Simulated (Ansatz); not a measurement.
**I on Au(110): change of the work function**

Wanted: Δφ(θ) for I/Au(110), starting from the top site.

Program: Ansatz 0.2.0. Level of theory: plane-wave DFT, PBE, Ansatz PAW. Results are calculated unless marked as measured.

Most raw output is cut from this account.

## 1. Set-up

The cell holds 5 atoms: 5 Au. Its edges and angles: a = 4.080 Å, b = 2.885 Å, c = 23.770 Å, α = 90.0°, β = 90.0°, γ = 90.0°. Vacuum lies along c.

## 2. The clean slab

The bare slab comes first, as the zero from which every change is counted. The two lowest layers are held at bulk places and the upper ones relax. The dipole correction removes the false field that a one-sided slab makes across the periodic vacuum, so each face gets a flat vacuum level of its own.

input.yaml

```yaml
crystal:
  lattice:
    - [4.08, 0.0, 0.0]
    - [0.0, 2.8849956672, 0.0]
    - [0.0, 0.0, 23.7699913345]
  atoms:
    - { symbol: Au, position: [0.0, 0.0, 0.3786286614] }
    - { symbol: Au, position: [0.5, 0.5, 0.4393143307] }
    - { symbol: Au, position: [0.0, 0.0, 0.5] }
    - { symbol: Au, position: [0.5, 0.5, 0.5606856693] }
    - { symbol: Au, position: [0.0, 0.0, 0.6213713386] }
kpoints:
  mp_grid: { grid: [7, 10, 1] }
hamiltonian:
  xc: pbe
scf:
  occupations: { method: fermi_dirac, width: 0.1 }
  convergence: { dr2_threshold: 1.0e-08 }
efield:
  axis: 3
  dipole_correction: true
  ramp_position: 0.97
  ramp_width: 0.06
relax:
  f_tol: 0.02
  max_steps: 60
  constraints: [{ sites: [0, 1] }]
output:
  write_potential: true
  write_density: true
  volumetric_format: npy
```

The run is started by

```
$ ansatz run input.yaml --threads 4 --pin off --max-ram 12288MiB --backend cpu --events-out ev --progress --plain --runs-dir out
```

It took 36 s on 4 threads of Arm Neoverse V1, shared host; peak memory 0.74 GiB; 2.3 min of CPU time.

The steps of the relaxation:

| step | energy less that of the first step (eV) | largest force component (eV/Å) |
| --- | --- | --- |
| 1 | 0.0000 | 0.7127 |
| 2 | -0.0758 | 0.0951 |
| 3 | -0.0806 | 0.0295 |
| 4 | -0.0809 | 0.0024 |

Forces are held to the 4 operations that the run works with; a distortion that breaks them can't arise in this run.

The atoms that moved most (Å):

| atom | dx | dy | dz | length |
| --- | --- | --- | --- | --- |
| Au4 | 0.000 | 0.000 | 0.241 | 0.241 |
| Au5 | 0.000 | 0.000 | 0.164 | 0.164 |
| Au3 | 0.000 | 0.000 | 0.097 | 0.097 |

Final coordinates:

```xyz
5
Lattice="4.0800 0.0000 0.0000 0.0000 2.8850 0.0000 0.0000 0.0000 23.7700" Properties=species:S:1:pos:R:3
Au    0.0000    0.0000    9.0000
Au    2.0400    1.4425   10.4425
Au    0.0000    0.0000   11.9818
Au    2.0400    1.4425   13.5687
Au    0.0000    0.0000   14.9336
```

This step gave:

| Property | Result |
| --- | --- |
| energy at zero smearing | -65745.2982 eV |
| work function, upper face | 4.995 eV |
| dipole along the normal | 7.77e-4 e·Å |

Running mean over 1.442 Å of the planar mean; the ramp of the sawtooth is left out. The electron's electrostatic potential energy less the Fermi level by z:

z (Å), electron's electrostatic potential energy less the Fermi level (eV) and a bar from the least value:
```
      3.0       5.01 ##############################
      3.5       5.01 ##############################
      4.0       5.01 ##############################
      4.5       5.01 ##############################
      5.0       5.01 ##############################
      5.5       5.00 ##############################
      6.0       4.99 ##############################
      6.5       4.94 ##############################
      7.0       4.74 #############################
      7.5       3.82 ###########################
      8.0       0.74 #####################
      8.5      -3.68 ###########
      9.0      -6.98 ####
      9.5      -8.05 ##
     10.0      -8.25 #
     10.5      -8.07 ##
     11.0      -7.71 ###
     11.5      -7.71 ###
     12.0      -7.77 ##
     12.5      -7.36 ###
     13.0      -7.39 ###
     13.5      -8.19 #
     14.0      -8.87 
     14.5      -8.65 
     15.0      -7.03 ####
     15.5      -3.18 ############
     16.0       1.25 ######################
     16.5       4.05 ############################
     17.0       4.77 #############################
     17.5       4.94 ##############################
     18.0       4.98 ##############################
     18.5       4.99 ##############################
     19.0       4.99 ##############################
     19.5       4.99 ##############################
     20.0       4.99 ##############################
     20.5       4.99 ##############################
```

The relaxation took 4 steps and lowered the energy by 0.081 eV; the largest force on the free atoms ends at 0.0024 eV/Å.

The work function of the upper face is 4.99 eV.

## 3. The covered slab, k-mesh 4×5×1, coverage 0.25 ML

System of this step: Au20I (I/Au(110)). The cell holds 21 atoms: 20 Au and 1 I. Cell: a = 8.160 Å, b = 5.770 Å, c = 26.821 Å, α = 90.0°, β = 90.0°, γ = 90.0°. Vacuum lies along c.

The clean slab as it ended is repeated in the plane and the adsorbate is set on one face; the cell's size fixes the coverage, and the k-mesh shrinks with it to keep the sampling density about even. Adsorbate and upper layers relax, since the dipole depends on the height.

input.yaml

```yaml
crystal:
  lattice:
    - [8.16, 0.0, 0.0]
    - [0.0, 5.7699913344, 0.0]
    - [0.0, 0.0, 26.8210675705]
  atoms:
    - { symbol: Au, position: [0.0, 0.0, 0.3355571129] }
    - { symbol: Au, position: [0.25, 0.25, 0.3893393805] }
    - { symbol: Au, position: [0.0, 0.0, 0.4467297552] }
    - { symbol: Au, position: [0.25, 0.25, 0.5058983373] }
    - { symbol: Au, position: [0.0, 0.0, 0.55678498] }
    - { symbol: Au, position: [0.0, 0.5, 0.3355571129] }
    - { symbol: Au, position: [0.25, 0.75, 0.3893393805] }
    - { symbol: Au, position: [0.0, 0.5, 0.4467297552] }
    - { symbol: Au, position: [0.25, 0.75, 0.5058983373] }
    - { symbol: Au, position: [0.0, 0.5, 0.55678498] }
    - { symbol: Au, position: [0.5, 0.0, 0.3355571129] }
    - { symbol: Au, position: [0.75, 0.25, 0.3893393805] }
    - { symbol: Au, position: [0.5, 0.0, 0.4467297552] }
    - { symbol: Au, position: [0.75, 0.25, 0.5058983373] }
    - { symbol: Au, position: [0.5, 0.0, 0.55678498] }
    - { symbol: Au, position: [0.5, 0.5, 0.3355571129] }
    - { symbol: Au, position: [0.75, 0.75, 0.3893393805] }
    - { symbol: Au, position: [0.5, 0.5, 0.4467297552] }
    - { symbol: Au, position: [0.75, 0.75, 0.5058983373] }
    - { symbol: Au, position: [0.5, 0.5, 0.55678498] }
    - { symbol: I, position: [0.0, 0.0, 0.6644428871] }
kpoints:
  mp_grid: { grid: [4, 5, 1] }
hamiltonian:
  xc: pbe
scf:
  occupations: { method: fermi_dirac, width: 0.1 }
  convergence: { dr2_threshold: 1.0e-08 }
efield:
  axis: 3
  dipole_correction: true
  ramp_position: 0.97
  ramp_width: 0.06
relax:
  f_tol: 0.02
  max_steps: 60
  constraints: [{ sites: [0, 1, 5, 6, 10, 11, 15, 16] }]
output:
  bader: true
  dos: { projected: true, e_range: [-8, 4] }
  write_potential: true
  write_density: true
  volumetric_format: npy
  elf: true
```

The job ended after 11 min (4 threads; peak memory 6.6 GiB; 41 min of CPU time).

The steps of the relaxation:

| step | energy less that of the first step (eV) | largest force component (eV/Å) |
| --- | --- | --- |
| 1 | 0.0000 | 1.2149 |
| 2 | -0.1841 | 0.7237 |
| 3 | -0.1796 | 0.9466 |
| 4 | -0.2214 | 0.1567 |
| 5 | -0.2232 | 0.0075 |

Relaxation step 3 was tried and not accepted.

The run keeps the 4 symmetry operations that it works with, so distortions that break them were not tested.

The atoms that moved most (Å):

| atom | dx | dy | dz | length |
| --- | --- | --- | --- | --- |
| I21 | 0.000 | 0.000 | -0.172 | 0.172 |
| Au5 | 0.000 | 0.000 | 0.102 | 0.102 |
| Au3 | 0.000 | 0.000 | 0.094 | 0.094 |
| Au10 | 0.000 | 0.000 | 0.057 | 0.057 |
| Au8 | 0.000 | 0.000 | 0.034 | 0.034 |
| Au15 | 0.000 | 0.000 | -0.021 | 0.021 |
| Au20 | 0.000 | 0.000 | -0.018 | 0.018 |
| Au18 | 0.000 | 0.000 | -0.014 | 0.014 |

Final coordinates:

```xyz
21
Lattice="8.1600 0.0000 0.0000 0.0000 5.7700 0.0000 0.0000 0.0000 26.8211" Properties=species:S:1:pos:R:3
Au    0.0000    0.0000    9.0000
Au    2.0400    1.4425   10.4425
Au    0.0000    0.0000   12.0762
Au    2.0352    1.4489   13.5576
Au    0.0000    0.0000   15.0353
Au    0.0000    2.8850    9.0000
Au    2.0400    4.3275   10.4425
Au    0.0000    2.8850   12.0159
Au    2.0352    4.3211   13.5576
Au    0.0000    2.8850   14.9901
Au    4.0800    0.0000    9.0000
Au    6.1200    1.4425   10.4425
Au    4.0800    0.0000   11.9760
Au    6.1248    1.4489   13.5576
Au    4.0800    0.0000   14.9129
Au    4.0800    2.8850    9.0000
Au    6.1200    4.3275   10.4425
Au    4.0800    2.8850   11.9680
Au    6.1248    4.3211   13.5576
Au    4.0800    2.8850   14.9158
I     0.0000    0.0000   17.6492
```

This step gave:

| Quantity | Value |
| --- | --- |
| energy at zero smearing | -270494.7073 eV |
| work function, upper face | 5.674 eV |
| work function, lower face | 5.020 eV |
| dipole along the normal | -0.1702 e·Å |
| step between the vacuum levels | 0.6543 eV |

Running mean over 1.442 Å of the planar mean; the ramp of the sawtooth is left out. Electron's electrostatic potential energy less the Fermi level against z:

| z (Å) | electron's electrostatic potential energy less the Fermi level (eV) |
| --- | --- |
| 4 | 5.02 |
| 5 | 5.02 |
| 6 | 5.00 |
| 7 | 4.74 |
| 8 | 0.709 |
| 9 | -7.04 |
| 10 | -8.29 |
| 11 | -7.55 |
| 12 | -7.83 |
| 13 | -7.73 |
| 14 | -8.64 |
| 15 | -7.04 |
| 16 | 0.925 |
| 17 | 3.87 |
| 18 | 3.99 |
| 19 | 5.15 |
| 20 | 5.65 |
| 21 | 5.67 |
| 22 | 5.67 |
| 23 | 5.67 |

The density of states has structure finer than the step of the table below, so its rows give means over 0.25 eV, whole bins alone (the curve runs from -8 to 1.98 eV). Peaks (eV: height): -4.780: 78.8, -4.510: 82.1, -3.910: 83.7, -3.550: 67.4, -3.130: 67.9, -2.950: 71.0, -1.950: 70.3.

Density of states against energy, zero at the Fermi level; means over each step:

| energy (eV) | density of states (states/eV a cell) |
| --- | --- |
| -7.75 | 2.60 |
| -7.50 | 1.90 |
| -7.25 | 2.41 |
| -7.00 | 5.30 |
| -6.75 | 8.52 |
| -6.50 | 6.62 |
| -6.25 | 23.2 |
| -6.00 | 24.6 |
| -5.75 | 33.2 |
| -5.50 | 33.7 |
| -5.25 | 30.1 |
| -5.00 | 31.3 |
| -4.75 | 52.6 |
| -4.50 | 47.0 |
| -4.25 | 39.9 |
| -4.00 | 53.1 |
| -3.75 | 48.6 |
| -3.50 | 44.1 |
| -3.25 | 42.9 |
| -3.00 | 54.7 |
| -2.75 | 46.5 |
| -2.50 | 42.1 |
| -2.25 | 54.1 |
| -2.00 | 58.1 |
| -1.75 | 39.9 |
| -1.50 | 13.6 |
| -1.25 | 10.6 |
| -1.00 | 11.3 |
| -0.75 | 7.58 |
| -0.50 | 7.94 |
| -0.25 | 6.31 |
| 0.00 | 6.97 |
| 0.25 | 7.35 |
| 0.50 | 7.93 |
| 0.75 | 5.53 |
| 1.00 | 8.32 |
| 1.25 | 6.88 |
| 1.50 | 6.65 |
| 1.75 | 5.19 |

Projected DOS per atom over height of the atomic layer and energy from the Fermi level. Layers: Au4 Au4 Au4 Au4 Au4 I from below.

Ten even steps from '0' (0.01 states/eV) to '9' (4.57 states/eV), each cell a mean:
```
000000
000000
000000
000000
000001
000003
000009
101113
644450
843461
644451
635351
645461
445451
464650
243430
244420
135310
012200
000100
000000
000000
```
Columns: height of the atomic layer (Å) from 9 to 17.6 (not evenly spaced); rows upwards: energy from the Fermi level (eV) from -7.96 to 1.95.

Valence density in the ca plane at fractional y = 0.000, with atoms of Au and I within 0.2 Å of it. It is the smooth field of the valence electrons, not physical close to the nuclei.

Values in e/Å³, 12 rows by 16 columns, each cell a mean:
```
 5  4  0  4  4  0  5  4  1  7  1  0  0  0  0  0
 0  0  0  0  0  0  1  0  0  1  0  0  0  0  0  0
 0  0  0  0  0  0  0  0  0  0  0  0  0  0  0  0
 0  0  0  0  0  0  0  0  0  0  0  0  0  0  0  0
 1  1  0  1  1  0  1  1  0  0  0  0  0  0  0  0
 7  5  0  7  5  0  8  4  0  0  0  0  0  0  0  0
 5  4  0  5  4  0  6  3  0  0  0  0  0  0  0  0
 0  0  0  1  0  0  1  0  0  0  0  0  0  0  0  0
 0  0  0  0  0  0  0  0  0  0  0  0  0  0  0  0
 0  0  0  0  0  0  0  0  0  0  0  0  0  0  0  0
 1  1  0  1  1  0  1  1  0  1  0  0  0  0  0  0
 7  5  0  6  6  0  7  5  1 10  1  0  0  0  0  0
```
Columns run along c (16.0 Å, from fractional 0.31 to 0.91 of the cell), rows up along a (8.2 Å). Atoms in or near the plane, at fractional coordinates: Au at (0.34, 0.00), Au at (0.45, 0.00), Au at (0.56, 0.00), Au at (0.34, 0.50), Au at (0.45, 0.50), Au at (0.56, 0.50), I at (0.66, 0.00).

ELF in the ca plane at fractional y = 0.000, with atoms of Au and I within 0.2 Å of it. It is the smooth field of the valence electrons, not physical close to the nuclei.

Ten even steps from '0' (0.00) to '9' (0.81), each cell a mean:
```
57876322467764223678644653257873100000000000
46664322356653223566534776678863100000000000
34433222234432222344323688899863100000000000
22222222222222222222222489999742000000000000
11112222211112222111100257887531000000000000
01112222211112222211000013554310000000000000
11222222211112222221100000112100000000000000
23332222223222222233221000000000000000000000
45553222345532223455432100000000000000000000
56765322467753224677642100000000000000000000
67876423578864235788643100000000000000000000
57876322568763235687643100000000000000000000
46664322356642224566532100000000000000000000
34433222234332222344321000000000000000000000
22222222222222222222210000000000000000000000
01112222211112222211000001333210000000000000
01112222211112222111000136776421000000000000
11222222211122222211111379998641000000000000
23332222223322222233323689999852100000000000
45553222245542222455434777789863100000000000
56765322367763223577644664468873100000000000
67976422468874324688744652447873100000000000
```
Columns run along c (16.0 Å, from fractional 0.31 to 0.91 of the cell), rows up along a (8.2 Å). Atoms in or near the plane, at fractional coordinates: Au at (0.34, 0.00), Au at (0.45, 0.00), Au at (0.56, 0.00), Au at (0.34, 0.50), Au at (0.45, 0.50), Au at (0.56, 0.50), I at (0.66, 0.00).

Electrostatic potential energy in the ca plane at fractional y = 0.000, with atoms of Au and I within 0.2 Å of it. With pseudopotentials it is smooth inside the atoms' cores, unlike the true potential.

Ten even steps from '0' (-47 eV) to '9' (8 eV), each cell a mean:
```
30002798610006886100058659975899999999999999
63126899741147998521478866657899999999999999
87778999987789999877899987678999999999999999
99999999999999999999999999999999999999999999
99999999999999999999999999999999999999999999
99999999999999999999999999999999999999999999
99999999999999999999999999999999999999999999
98889999988899999888999999999999999999999999
85457999854478998644789999999999999999999999
51004898510037986100379999999999999999999999
30002798300016884000169999999999999999999999
30002798400027885000279999999999999999999999
63126899731258997312589999999999999999999999
87778999877789998877899999999999999999999999
99999999999999999999999999999999999999999999
99999999999999999999999999999999999999999999
99999999999999999999999999999999999999999999
99999999999999999999999999999999999999999999
98889999988889999888999998889999999999999999
85457999864468998644689875567999999999999999
51004899620026897200168757866899999999999999
30002798500005885000047669985799999999999999
```
Columns run along c (16.0 Å, from fractional 0.31 to 0.91 of the cell; values clipped at the 3rd and 97th percentile), rows up along a (8.2 Å). Atoms in or near the plane, at fractional coordinates: Au at (0.34, 0.00), Au at (0.45, 0.00), Au at (0.56, 0.00), Au at (0.34, 0.50), Au at (0.45, 0.50), Au at (0.56, 0.50), I at (0.66, 0.00).

The relaxation took 5 steps and lowered the energy by 0.22 eV; the largest force on the free atoms ends at 0.0075 eV/Å.

By hand: a sheet of dipoles makes a step −p/(ε₀A) in the electron's potential. With e/ε₀ = 180.95 V·Å, p = -0.1702 e·Å and A = 47.08 Å², that is −180.95 × (-0.1702) / 47.08 = +0.654 eV, and the two vacuum levels of the run differ by +0.654 eV.

The covered face has 5.67 eV, +0.68 eV against the clean one; the bare back face has moved by +0.01 eV, a measure of how thin the slab is.

## 4. Adsorbate added, k-mesh 4×5×1, coverage 0.5 ML

System of this step: Au10I (I/Au(110)). The cell holds 22 atoms: 20 Au and 2 I. Cell: a = 8.160 Å, b = 5.770 Å, c = 26.821 Å, α = 90.0°, β = 90.0°, γ = 90.0°. Vacuum lies along c.

Another coverage, to see how the dipoles act on each other as their distance changes.

input.yaml: that of step 3 with these lines changed.

```diff
@@ -27,2 +27,3 @@
     - { symbol: I, position: [0.0, 0.0, 0.6644428871] }
+    - { symbol: I, position: [0.5, 0.5, 0.6644428871] }
 kpoints:
@@ -49,2 +50 @@
   volumetric_format: npy
-  elf: true
```

Elapsed: 13 min, on 4 threads; peak memory 6.9 GiB.

Relaxation path:

| step | energy less that of the first step (eV) | largest force component (eV/Å) |
| --- | --- | --- |
| 1 | 0.0000 | 1.2770 |
| 2 | -0.4082 | 0.8141 |
| 3 | -0.3868 | 1.0860 |
| 4 | -0.4881 | 0.1787 |
| 5 | -0.4915 | 0.0310 |
| 6 | -0.4923 | 0.0042 |

Relaxation step 3 was tried and not accepted.

The run keeps the 8 symmetry operations that it works with, so distortions that break them were not tested.

The atoms that moved most (Å):

| atom | dx | dy | dz | length |
| --- | --- | --- | --- | --- |
| I22 | 0.000 | 0.000 | -0.219 | 0.219 |
| I21 | 0.000 | 0.000 | -0.219 | 0.219 |
| Au3 | 0.000 | 0.000 | 0.072 | 0.072 |
| Au18 | 0.000 | 0.000 | 0.072 | 0.072 |
| Au20 | 0.000 | 0.000 | 0.066 | 0.066 |
| Au5 | 0.000 | 0.000 | 0.066 | 0.066 |
| Au10 | 0.000 | 0.000 | 0.034 | 0.034 |
| Au15 | 0.000 | 0.000 | 0.034 | 0.034 |

The relaxed structure:

```xyz
22
Lattice="8.1600 0.0000 0.0000 0.0000 5.7700 0.0000 0.0000 0.0000 26.8211" Properties=species:S:1:pos:R:3
Au    0.0000    0.0000    9.0000
Au    2.0400    1.4425   10.4425
Au    0.0000    0.0000   12.0539
Au    2.0400    1.4425   13.5405
Au    0.0000    0.0000   14.9994
Au    0.0000    2.8850    9.0000
Au    2.0400    4.3275   10.4425
Au    0.0000    2.8850   12.0094
Au    2.0400    4.3275   13.5405
Au    0.0000    2.8850   14.9671
Au    4.0800    0.0000    9.0000
Au    6.1200    1.4425   10.4425
Au    4.0800    0.0000   12.0094
Au    6.1200    1.4425   13.5405
Au    4.0800    0.0000   14.9671
Au    4.0800    2.8850    9.0000
Au    6.1200    4.3275   10.4425
Au    4.0800    2.8850   12.0539
Au    6.1200    4.3275   13.5405
Au    4.0800    2.8850   14.9994
I     0.0000    0.0000   17.6025
I     4.0800    2.8850   17.6025
```

Numbers from this step:

```
energy at zero smearing        : -278008.1621 eV
work function, upper face      : 5.805 eV
work function, lower face      : 5.062 eV
dipole along the normal        : -0.1935 e·Å
step between the vacuum levels : 0.7437 eV
```

The density of states has structure finer than the step of the table below, so its rows give means over 0.5 eV, whole bins alone (the curve runs from -8 to 1.98 eV). Peaks (eV: height): -4.78: 89.9, -4.21: 70.4, -3.97: 69.7, -3.91: 70.0, -3.73: 81.0, -3.07: 69.6, -2.23: 73.9.

Density of states against energy, zero at the Fermi level; means over each step:

energy (eV), density of states (states/eV a cell) and a bar:
```
     -7.5        2.2 
     -7.0        4.9 ##
     -6.5       11.6 #####
     -6.0       26.6 ##############
     -5.5       32.0 #################
     -5.0       39.1 #####################
     -4.5       45.9 #########################
     -4.0       50.2 ############################
     -3.5       48.0 ##########################
     -3.0       49.6 ###########################
     -2.5       48.9 ###########################
     -2.0       54.5 ##############################
     -1.5       17.1 #########
     -1.0       13.7 #######
     -0.5       10.5 #####
      0.0        8.0 ###
      0.5        7.8 ###
      1.0        5.5 ##
      1.5        7.5 ###
```

Projected DOS per atom over height of the atomic layer and energy from the Fermi level. Layers: Au4 Au4 Au4 Au4 Au4 I2 from below.

Ten even steps from '0' (0.01 states/eV) to '9' (4.25 states/eV), each cell a mean:
```
000000
000000
000000
000000
000001
000005
000019
111112
654440
953561
744451
645461
645571
445461
574660
243430
244420
135310
012200
000100
000000
000000
```
Columns: height of the atomic layer (Å) from 9 to 17.6 (not evenly spaced); rows upwards: energy from the Fermi level (eV) from -7.96 to 1.95.

The relaxation took 6 steps and lowered the energy by 0.49 eV; the largest force on the free atoms ends at 0.0042 eV/Å.

The covered face has 5.81 eV, +0.81 eV against the clean one; the bare back face has moved by +0.06 eV, a measure of how thin the slab is.

(Part 1 of 2 ends here.)

[Logs are printed without paths, hosts, clocks, repeated set-up lines and the standing remarks that a program may print on its own settings, such as how far it seeks lower states.]

[Hosts, paths, dates, database ids (printed as entryN), source tags and the programs' standing remarks are cut or masked in the printed files.]

[Maps of the electrostatic potential energy from Ansatz leave out the sawtooth potential of an applied field or a dipole correction, so their vacuum need not be flat; planar profiles and work functions include it.]

[The density of states shown here was stored with 400 of the rows of the run's finer table, so its peaks can read low, often by over a quarter, or be missed, and its means over a window can be off by a tenth or more.]
